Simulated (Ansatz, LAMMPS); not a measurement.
# Relaxing a frame of liquid Na2CO3 from 1140 K (108 atoms), part 3 of 3

Wanted: the relaxed structure of a frame of liquid Na2CO3 from 1140 K (108 atoms) and its electronic structure.

Ansatz 0.2.0; Kohn-Sham DFT, PBE, PAW (set soft_2), plane waves.

The cell: 18 C, 54 O and 36 Na. The starting topology of bonds comes from the classical model. Sampling is at Γ alone, for a cell whose shortest periodic width is 12 Å.

So far, density (g/cm³): step 5 (structure statistics after relaxation) 1.97.

**6. Single point at the relaxed geometry**

One more single point at the end of the walk gives the fuller output and checks the residual forces.

File input.yaml:

```yaml
crystal:
  lattice:
    - [11.71575, 0.0, 0.0]
    - [0.0, 11.71575, 0.0]
    - [0.0, 0.0, 11.71575]
  atoms:
    - { symbol: C, position: [0.43161, 0.22882, 0.16892] }
    - { symbol: O, position: [0.44642, 0.11818, 0.15721] }
    - { symbol: O, position: [0.3337, 0.27477, 0.1503] }
    - { symbol: O, position: [0.51874, 0.29157, 0.1991] }
    - { symbol: C, position: [0.73424, 0.00903, 0.0431] }
    - { symbol: O, position: [0.84151, 0.99545, 0.06416] }
    - { symbol: O, position: [0.65732, 0.95191, 0.09832] }
    - { symbol: O, position: [0.70206, 0.08319, 0.96472] }
    - { symbol: C, position: [0.3505, 0.32305, 0.50793] }
    - { symbol: O, position: [0.27327, 0.29069, 0.58106] }
    - { symbol: O, position: [0.34516, 0.42393, 0.46108] }
    - { symbol: O, position: [0.43501, 0.25609, 0.48305] }
    - { symbol: C, position: [0.93431, 0.86286, 0.76925] }
    - { symbol: O, position: [0.82575, 0.88067, 0.75473] }
    - { symbol: O, position: [0.00102, 0.85906, 0.67914] }
    - { symbol: O, position: [0.97785, 0.85195, 0.87052] }
    - { symbol: C, position: [0.10413, 0.49371, 0.15499] }
    - { symbol: O, position: [0.14622, 0.5603, 0.07449] }
    - { symbol: O, position: [0.02308, 0.42396, 0.1296] }
    - { symbol: O, position: [0.14421, 0.50198, 0.25738] }
    - { symbol: C, position: [0.73073, 0.64644, 0.01775] }
    - { symbol: O, position: [0.72322, 0.66682, 0.1284] }
    - { symbol: O, position: [0.81893, 0.59318, 0.97723] }
    - { symbol: O, position: [0.64641, 0.67662, 0.95322] }
    - { symbol: C, position: [0.62233, 0.61227, 0.60287] }
    - { symbol: O, position: [0.61001, 0.54795, 0.51414] }
    - { symbol: O, position: [0.71919, 0.61682, 0.65683] }
    - { symbol: O, position: [0.53608, 0.67314, 0.64017] }
    - { symbol: C, position: [0.45875, 0.98488, 0.70884] }
    - { symbol: O, position: [0.3795, 0.94211, 0.64269] }
    - { symbol: O, position: [0.51455, 0.91737, 0.77856] }
    - { symbol: O, position: [0.48401, 0.09231, 0.70613] }
    - { symbol: C, position: [0.83299, 0.25835, 0.66808] }
    - { symbol: O, position: [0.74365, 0.32332, 0.6723] }
    - { symbol: O, position: [0.82449, 0.14999, 0.69614] }
    - { symbol: O, position: [0.93062, 0.29746, 0.63266] }
    - { symbol: C, position: [0.11522, 0.16762, 0.87321] }
    - { symbol: O, position: [0.18317, 0.25313, 0.85543] }
    - { symbol: O, position: [0.09278, 0.09605, 0.79174] }
    - { symbol: O, position: [0.06694, 0.15246, 0.97294] }
    - { symbol: C, position: [0.9553, 0.67436, 0.369] }
    - { symbol: O, position: [0.953, 0.71058, 0.26408] }
    - { symbol: O, position: [0.04649, 0.69122, 0.43063] }
    - { symbol: O, position: [0.86766, 0.62208, 0.41226] }
    - { symbol: C, position: [0.28191, 0.88489, 0.04388] }
    - { symbol: O, position: [0.19084, 0.83744, 0.08487] }
    - { symbol: O, position: [0.38222, 0.8417, 0.06776] }
    - { symbol: O, position: [0.27509, 0.97464, 0.97952] }
    - { symbol: C, position: [0.42426, 0.68481, 0.30715] }
    - { symbol: O, position: [0.4929, 0.77344, 0.30908] }
    - { symbol: O, position: [0.46143, 0.59037, 0.26111] }
    - { symbol: O, position: [0.3232, 0.69301, 0.3499] }
    - { symbol: C, position: [0.6924, 0.94171, 0.41962] }
    - { symbol: O, position: [0.60502, 0.00561, 0.44791] }
    - { symbol: O, position: [0.70056, 0.83847, 0.45873] }
    - { symbol: O, position: [0.76823, 0.98128, 0.34945] }
    - { symbol: C, position: [0.47162, 0.44037, 0.9072] }
    - { symbol: O, position: [0.42954, 0.4182, 0.80683] }
    - { symbol: O, position: [0.57343, 0.40476, 0.9355] }
    - { symbol: O, position: [0.41161, 0.49775, 0.98087] }
    - { symbol: C, position: [0.20011, 0.62477, 0.75328] }
    - { symbol: O, position: [0.22532, 0.7042, 0.8281] }
    - { symbol: O, position: [0.24047, 0.63596, 0.64922] }
    - { symbol: O, position: [0.13838, 0.53862, 0.78216] }
    - { symbol: C, position: [0.74602, 0.32444, 0.28403] }
    - { symbol: O, position: [0.71772, 0.42669, 0.25319] }
    - { symbol: O, position: [0.72927, 0.29059, 0.38876] }
    - { symbol: O, position: [0.78993, 0.25248, 0.21017] }
    - { symbol: C, position: [0.12295, 0.06369, 0.33738] }
    - { symbol: O, position: [0.22895, 0.03162, 0.33193] }
    - { symbol: O, position: [0.06671, 0.08696, 0.24292] }
    - { symbol: O, position: [0.07254, 0.07441, 0.43533] }
    - { symbol: Na, position: [0.67738, 0.04412, 0.76981] }
    - { symbol: Na, position: [0.1107, 0.35645, 0.68679] }
    - { symbol: Na, position: [0.48796, 0.0049, 0.98659] }
    - { symbol: Na, position: [0.8446, 0.76185, 0.56793] }
    - { symbol: Na, position: [0.40633, 0.51577, 0.6315] }
    - { symbol: Na, position: [0.16159, 0.90796, 0.82467] }
    [... 24 atom lines left out ...]
    - { symbol: Na, position: [0.62759, 0.10996, 0.26658] }
    - { symbol: Na, position: [0.0007, 0.08914, 0.61751] }
    - { symbol: Na, position: [0.19741, 0.55788, 0.44323] }
    - { symbol: Na, position: [0.22598, 0.1223, 0.11516] }
    - { symbol: Na, position: [0.56053, 0.77744, 0.11161] }
    - { symbol: Na, position: [0.36114, 0.2406, 0.75472] }
kpoints:
  mp_grid: { grid: [1, 1, 1] }
hamiltonian:
  xc: pbe
scf:
  occupations: { method: gaussian, width: 0.05 }
output:
  forces: true
  stress: true
  populations: true
  dos:
    method: { smearing: { sigma: 0.08 } }
    de: 0.1
    projected: { site_lists: { C: [C], Na: [Na], O: [O] } }
  eigenvalues: true
  write_density: true
  write_potential: true
  volumetric_format: npy
  elf: true
```

Started as:

```
> ansatz run input.yaml --threads 4 --pin off --max-ram 8192MiB --backend cpu --events-out ev --progress --plain --runs-dir out
```

Numbers of over 12 decimals in the logs are rounded to 6 here.

Output:

```text
[...]
Crystal: 108 atoms, lattice volume = 1608.090 Å³
Basis set: ecut = 420 eV, 31439 PW (Γ), exchange–correlation on 160×160×160 points (8 copies of the dense FFT grid, shifted against one another)
Bands: 468, of which v1, the nominal top of the filled ones, is band 360 counted from 1 (359 counted from 0)
Symmetry: 1 space group operations
[...]
k-points: 1
[...]
SCF iter   1: F=—  HF=-88718.645093 eV  |F-HF|=—  |Δ(HF+E_count)|=         —  Δρ=1.70e-3  dr2=7.80e-2  ethr=1.77e-3  ⟨swp⟩=5.0  Hψ=1656  notcnv=0  defer=89
[...]
SCF iter   9: F=-88718.621435 eV  HF=-88718.621435 eV  |F-HF|=1.90e-8  |Δ(HF+E_count)|=   1.25e-7  Δρ=2.64e-6  dr2=9.79e-8  ethr=1.39e-11  ⟨swp⟩=17.0  Hψ=3627  notcnv=0
SCF 1 converged in 9 iterations: F = -88718.621435 eV  dr2 = 9.79e-8
[...]
WARN: The input density's exchange-correlation potential varies sharply where the density is thin. Do not read a vacuum level from v_tot or v_xc, or from such a field of the output density. On a cell that repeats whose density bears no net charge and no dipole along the vacuum's axis use v_es (v_loc + v_h of the components); [...]
SCF converged after 9 iterations
Free energy (F): -88718.621435 eV
[...]
Internal energy: -88718.621435 eV  (E = F + TS)
E sigma→0 (E₀):  -88718.621435 eV
Fermi energy:    3.716560 eV
[...]
--- Forces (eV/Å), atoms counted from 1 ---
  atom   1  C     -0.02322747    -0.00468716     0.00818905
  atom   2  O     -0.00820897    -0.00410748     0.00376095
  atom   3  O      0.02180478    -0.00433711     0.00828394
  atom   4  O     -0.01317107    -0.00703016    -0.00144366
  atom   5  C      0.00295395    -0.00889542    -0.01302209
  atom   6  O      0.00198788     0.00112195     0.00168708
  atom   7  O      0.01068330    -0.00126195    -0.00566495
  atom   8  O     -0.00197186     0.00097104    -0.00108464
  atom   9  C      0.00039207    -0.00067418    -0.00948616
  atom  10  O     -0.01020133    -0.01052239     0.00849480
  atom  11  O      0.00001240    -0.00536488     0.00471318
  atom  12  O     -0.00057136    -0.00209307    -0.00217740
  atom  13  C      0.00078348     0.00409211     0.01634071
  atom  14  O      0.00075731    -0.00050534    -0.00245994
[...]
atom 107  Na     0.00003615     0.00011942    -0.00854306
  atom 108  Na    -0.00173690     0.00075227     0.00723112
  max |Σ_I F_I| component: 2.17e-4 eV/Å
--- Stress (GPa, compression-positive) ---
       -1.289584       0.232057      -0.024133
        0.232057      -1.324360      -0.158711
       -0.024136      -0.158708      -1.438153
  P = ⅓ Tr σ = -1.3507 GPa (-13.507 kbar)
--- Band table (eV) ---
[...]
--- Löwdin populations: 108 sites ---
  site symbol       q [e]
     0      C      3.3416
     1      O      6.6795
     2      O      6.6225
[...]
107     Na      8.2051
  spilling = 0.006332 (of n_electrons = 720.000000)
```

Elapsed: 10 s, on 4 threads of AMD EPYC 9R45, shared host; peak memory 2.3 GiB.

The program notes that the exchange-correlation potential is rough where the density is thin.

The run gave:

```yaml
free_energy: -88718.6214 eV
free_energy_per_atom: -821.4687 eV/atom
scf_cycles: 9
pressure: -1.351 GPa
r_m_s_force_component: 0.00798 eV/Å
longest_force: 0.03417 eV/Å
fermi_energy: 3.717 eV
spacing_of_highest_filled_and_lowest_empty_level: 3.13 eV
spilling_of_the_projection: 0.006332
```

Löwdin charges by element and coordination (they lack the spilled electrons, 0.042 e an atom on average):

```tsv
element	coordination	atoms	mean charge (e)	spread	least	most
C	all	18	0.656	0.0118	0.625	0.676
Na	all	36	0.787	0.0103	0.769	0.815
Na	3	1	0.815	0	0.815	0.815
Na	4	5	0.797	0.0036	0.794	0.803
Na	5	18	0.787	0.0088	0.773	0.805
Na	6	8	0.781	0.0061	0.775	0.795
Na	7	4	0.779	0.0072	0.769	0.789
O	all	54	-0.659	0.0186	-0.699	-0.619
O	3	3	-0.633	0.0078	-0.642	-0.623
O	4	24	-0.652	0.0134	-0.686	-0.619
O	5	24	-0.668	0.0182	-0.699	-0.639
O	6	3	-0.671	0.0174	-0.695	-0.653
```

States in the cell by windows of 1 eV, zero at the Fermi level; the larger projections on atomic orbitals stand beside the total:

```tsv
from (eV)	to (eV)	total	O p	Na s	C p	O s
-18	-10	0.0	0.0	0.0	0.0	0.0
-10	-9	28.1	15.5	1.1	0.1	8.0
-9	-8	7.9	4.4	0.2	0.1	2.3
-8	-7	96.3	62.2	1.5	20.8	10.4
-7	-6	11.6	6.7	0.0	4.4	0.4
-6	-5	0.0	0.0	0.0	0.0	0.0
-5	-4	11.1	10.1	0.8	0.0	0.1
-4	-3	120.0	115.5	2.3	0.2	0.2
-3	-2	25.2	24.8	0.1	0.0	0.0
-2	-1	23.8	23.5	0.0	0.0	0.0
-1	1	0.0	0.0	0.0	0.0	0.0
1	2	2.0	0.0	1.5	0.0	0.4
2	3	7.4	0.5	5.1	0.5	0.7
3	4	36.0	9.3	10.3	11.8	1.2
4	5	31.4	6.5	12.4	6.3	1.3
```

The curve was stored every 0.100 eV, coarse against its broadening of 0.08 eV, so these counts are rough.

Between -26 and -18 eV lie 324 more states.

The stored curve holds about 648 of the 720 electrons; the rest, give or take the few that broadening carries across the Fermi level, lie in deeper levels below its range.

The levels nearest the highest filled one (over half full), pooled over k-points and spins:

```tsv
level less the highest filled one (eV)	occupation
-0.256	2
-0.218	2
-0.187	2
-0.130	2
-0.107	2
0	2
3.13	0
4.07	0
4.32	0
4.40	0
4.52	0
4.58	0
```

ELF in the ab plane at fractional z = 0.267, with atoms of O and C and Na within 0.2 Å of it. It is the smooth field of the valence electrons, not physical close to the nuclei.

Ten even steps from '0' (0.00) to '9' (0.86), each cell a mean:
```
122101477315666100000003676410000
000000132026446200000002332100000
000000000004552011000000001210000
200000000000002677410000014520012
630000000000027999851000012201477
950156400332137899972000000027999
960466620565557766630000000159957
850266511565556531000010000038978
520011000332269876300010000003677
001345420000387489820000000000012
015899972000499899610000000000000
027977982022137875100356651000000
016998960466511210003799996100000
002688721655620000004897687300000
100134300355300121001588886300001
000000000000001577510257556410000
000000000121102689840145468642000
000000001232112478851024678764100
122100000111122234420001478862000
566531000000011100013310256410001
999862011100023310165561011000004
996872246510024420264461000000006
998852489830001210035520242100016
676522599710221000000002676310003
```
Columns run along a (11.7 Å), rows up along b (11.7 Å). Atoms in or near the plane, at fractional coordinates: O at (0.14, 0.50), O at (0.95, 0.71), O at (0.46, 0.59), C at (0.75, 0.32), O at (0.72, 0.43), Na at (0.38, 0.94), Na at (0.33, 0.44), Na at (0.63, 0.11).

Valence density in the ab plane at fractional z = 0.267, with atoms of O and C and Na within 0.2 Å of it. It is the smooth field of the valence electrons, not physical close to the nuclei.

Values in units of 1e0 e/Å³, 13 rows by 16 columns, each cell a mean:
```
0.0 0.0 0.1 0.1 0.1 2.9 9.3 0.4 0.0 0.0 0.0 0.1 0.2 0.1 0.0 0.0
0.0 0.0 0.0 0.0 0.0 0.5 1.8 0.2 0.1 0.0 0.0 0.0 0.2 0.4 0.0 0.0
0.1 0.0 0.2 0.0 0.0 0.0 0.2 1.2 1.3 0.1 0.0 0.0 0.1 0.2 0.2 0.4
0.8 0.6 6.1 1.0 0.1 0.3 0.6 1.2 0.8 0.1 0.0 0.0 0.0 0.1 1.7 5.0
0.3 0.1 0.8 0.2 0.1 0.2 1.0 2.4 0.6 0.1 0.1 0.1 0.0 0.1 0.5 1.3
0.0 0.4 1.2 0.3 0.0 0.1 1.0 4.4 1.1 0.1 0.0 0.0 0.0 0.0 0.1 0.0
0.1 1.4 4.9 0.9 0.7 3.2 0.3 0.2 0.1 0.0 0.3 1.2 0.4 0.1 0.0 0.0
0.0 0.2 0.4 0.1 1.8 7.8 0.5 0.0 0.0 0.1 0.8 4.5 1.6 0.1 0.0 0.0
0.0 0.0 0.0 0.0 0.0 0.1 0.0 0.2 0.3 0.1 0.2 1.4 1.4 0.2 0.0 0.0
0.0 0.0 0.0 0.0 0.0 0.1 0.1 0.2 0.5 0.2 0.1 0.5 1.4 0.6 0.1 0.0
0.1 0.2 0.1 0.0 0.0 0.0 0.1 0.1 0.1 0.4 0.7 0.1 0.3 0.2 0.1 0.0
1.8 3.0 0.5 0.2 0.1 0.0 0.1 0.1 0.1 4.7 9.5 0.3 0.0 0.0 0.1 0.1
0.7 1.4 0.4 0.6 0.4 0.1 0.2 0.0 0.0 0.3 0.5 0.1 0.2 0.1 0.0 0.1
```
Columns run along a (11.7 Å), rows up along b (11.7 Å). Atoms in or near the plane, at fractional coordinates: O at (0.14, 0.50), O at (0.95, 0.71), O at (0.46, 0.59), C at (0.75, 0.32), O at (0.72, 0.43), Na at (0.38, 0.94), Na at (0.33, 0.44), Na at (0.63, 0.11).

Mean Löwdin charges: C +0.66, Na +0.79, O -0.66 e (they miss 0.63 % of the electrons, so they add up to more than the cell's charge). The largest share in the top eV of filled states is O p (100 % of the projected weight), and in the lowest eV of empty states Na s (78 % of the projected weight).

The surroundings of Na74, which has 4 bonded neighbours where the commonest count for Na is 5, nearest first, numbered as they follow in the input and with coordinates relative to it.

```tsv
atom	x	y	z	distance (Å)	bonds	Löwdin charge (e)
Na74	0.00	0.00	0.00	0.00	4	0.79
O36	-2.11	-0.69	-0.63	2.31	4	-0.66
O10	1.90	-0.77	-1.24	2.40	4	-0.66
O64	0.32	2.13	1.12	2.43	4	-0.62
O38	0.85	-1.21	1.98	2.47	4	-0.65
C37	0.05	-2.21	2.18	3.11	3	0.67
O39	-0.21	-3.05	1.23	3.30	4	-0.66
Na108	2.93	-1.36	0.80	3.33	4	0.79
```

The column of bonds counts only the pairs O-Na within 3.02 Å, O-C within 1.73 Å; other neighbours, such as metal atoms beside each other in a compound, aren't counted, and periodic images can show an atom twice.

**7. Other settings**

Changed here: crystal.symmetry.detect = false, scf.occupations.method = "fermi_dirac" and scf.occupations.width = 0.005.

File input.yaml:

```yaml
crystal:
  lattice:
    - [11.71575, 0.0, 0.0]
    - [0.0, 11.71575, 0.0]
    - [0.0, 0.0, 11.71575]
  atoms:
    [... the 108 atom lines of step 3 ...]
  symmetry: { detect: false }
kpoints:
  mp_grid: { grid: [1, 1, 1] }
hamiltonian:
  xc: pbe
scf:
  occupations: { method: fermi_dirac, width: 0.005 }
output:
  forces: true
  stress: true
  populations: true
  dos:
    method: { smearing: { sigma: 0.15 } }
    de: 0.1
    projected: { site_lists: { C: [C], Na: [Na], O: [O] } }
  eigenvalues: true
```

Output:

```text
[...]
Crystal: 108 atoms, lattice volume = 1608.090 Å³
Basis set: ecut = 420 eV, 31439 PW (Γ), exchange–correlation on 160×160×160 points (8 copies of the dense FFT grid, shifted against one another)
Bands: 468, of which v1, the nominal top of the filled ones, is band 360 counted from 1 (359 counted from 0)
Symmetry: 1 space group operations
k-points: 1
[...]
SCF iter   1: F=—  HF=-88689.514766 eV  |F-HF|=—  |Δ(HF+E_count)|=         —  Δρ=3.12e-3  dr2=3.25e-1  ethr=1.77e-3  ⟨swp⟩=6.0  Hψ=1926  notcnv=0  defer=15
[...]
SCF iter   9: F=—  HF=-88689.451968 eV  |F-HF|=—  |Δ(HF+E_count)|=   2.59e-6  Δρ=4.96e-6  dr2=4.02e-7  ethr=3.35e-10  ⟨swp⟩=2.0  Hψ=690  notcnv=0  defer=102
SCF iter  10: F=-88689.451969 eV  HF=-88689.451969 eV  |F-HF|=2.84e-8  |Δ(HF+E_count)|=   3.79e-7  Δρ=2.32e-6  dr2=8.38e-8  ethr=1.39e-11  ⟨swp⟩=12.0  Hψ=2375  notcnv=0
SCF 1 converged in 10 iterations: F = -88689.451969 eV  dr2 = 8.38e-8
[...]
SCF converged after 10 iterations
Free energy (F): -88689.451969 eV
[...]
Internal energy: -88689.451969 eV  (E = F + TS)
E sigma→0 (E₀):  -88689.451969 eV
Fermi energy:    3.898264 eV
[...]
Σ components = -88689.451969   (vs F -88689.451969, Δ=0.00e0)
--- Forces (eV/Å), atoms counted from 1 ---
  atom   1  C     12.34715969     0.63668664    -4.01207197
  atom   2  O     -2.31950395    -2.82579306     0.18378115
  atom   3  O     -8.57957355     1.17483857     1.65022430
  atom   4  O     -1.32838097     0.78681997     2.47366812
[...]
atom 108  Na     0.43948163     0.04174382    -0.39929948
  max |Σ_I F_I| component: 4.70e-4 eV/Å
--- Stress (GPa, compression-positive) ---
        6.667226       1.510397      -0.130421
        1.510398       4.837881      -2.044594
       -0.130422      -2.044594       7.454064
  P = ⅓ Tr σ = 6.3197 GPa (63.197 kbar)
--- Band table (eV) ---
[...]
--- Löwdin populations: 108 sites ---
  site symbol       q [e]
     0      C      3.3425
     1      O      6.7200
     2      O      6.5500
[...]
107     Na      8.2052
  spilling = 0.006997 (of n_electrons = 720.000000)
```

Run time: 9.9 s. Hardware: 4 threads; peak memory 2.3 GiB.

Geometry and reference: those of the single point at the start.

Forces differ from those of the single point at the start by 0.001 meV/Å r.m.s., 0 % of their size. It took 0.98 times the reference's time (shared host, so rough).

**8. What came out**

```yaml
energy_change_in_the_relaxation: -270.1 meV/atom
r_m_s_displacement: 0.894 Å
largest_displacement: 1.854 Å
free_energy_per_atom: -821.4687 eV/atom
pressure: -1.351 GPa
r_m_s_force_component: 0.00798 eV/Å
spacing_of_highest_filled_and_lowest_empty_level: 3.13 eV
wall_time_of_the_4_dft_runs: 4 min
```

What this shows: Relaxation lowers the energy by 270 meV/atom and moves atoms by 0.89 Å r.m.s.; the r.m.s. force component goes from 2.8 to 0.0080 eV/Å, the pressure goes from 6.3 to -1.4 GPa, and the gap from 1.36 to 3.13 eV. By the final cutoffs 48 of 246 bonded pairs parted and 45 joined. From the first step to the last the energy fell by 29.169 eV, and the largest move was 1.85 Å (O34). The O-Na bonds change most in mean length: from 2.578 Å (spread 0.224) to 2.483 Å (spread 0.160), and their number from 192 to 189. With the cutoffs above, all C atoms have 3, 50 % of Na atoms have 5 and 44 % of O atoms have 4 and as many 5 bonded neighbours. Between filled and empty levels lie 3.13 eV (at Γ alone); a semilocal functional tends to put such gaps too low. In a disordered cell it changes from sample to sample and from frame to frame.

**Limits.** The starting topology of bonds comes from the classical model; in DFT 48 of its 246 bonded pairs passed out of the cutoffs and 45 came within them.

[Logs are printed without paths, hosts, clocks, repeated set-up lines and the standing remarks that a program may print on its own settings, such as how far it seeks lower states.]

[Hosts, paths, dates, database ids (printed as entryN), source tags and the programs' standing remarks are cut or masked in the printed files.]
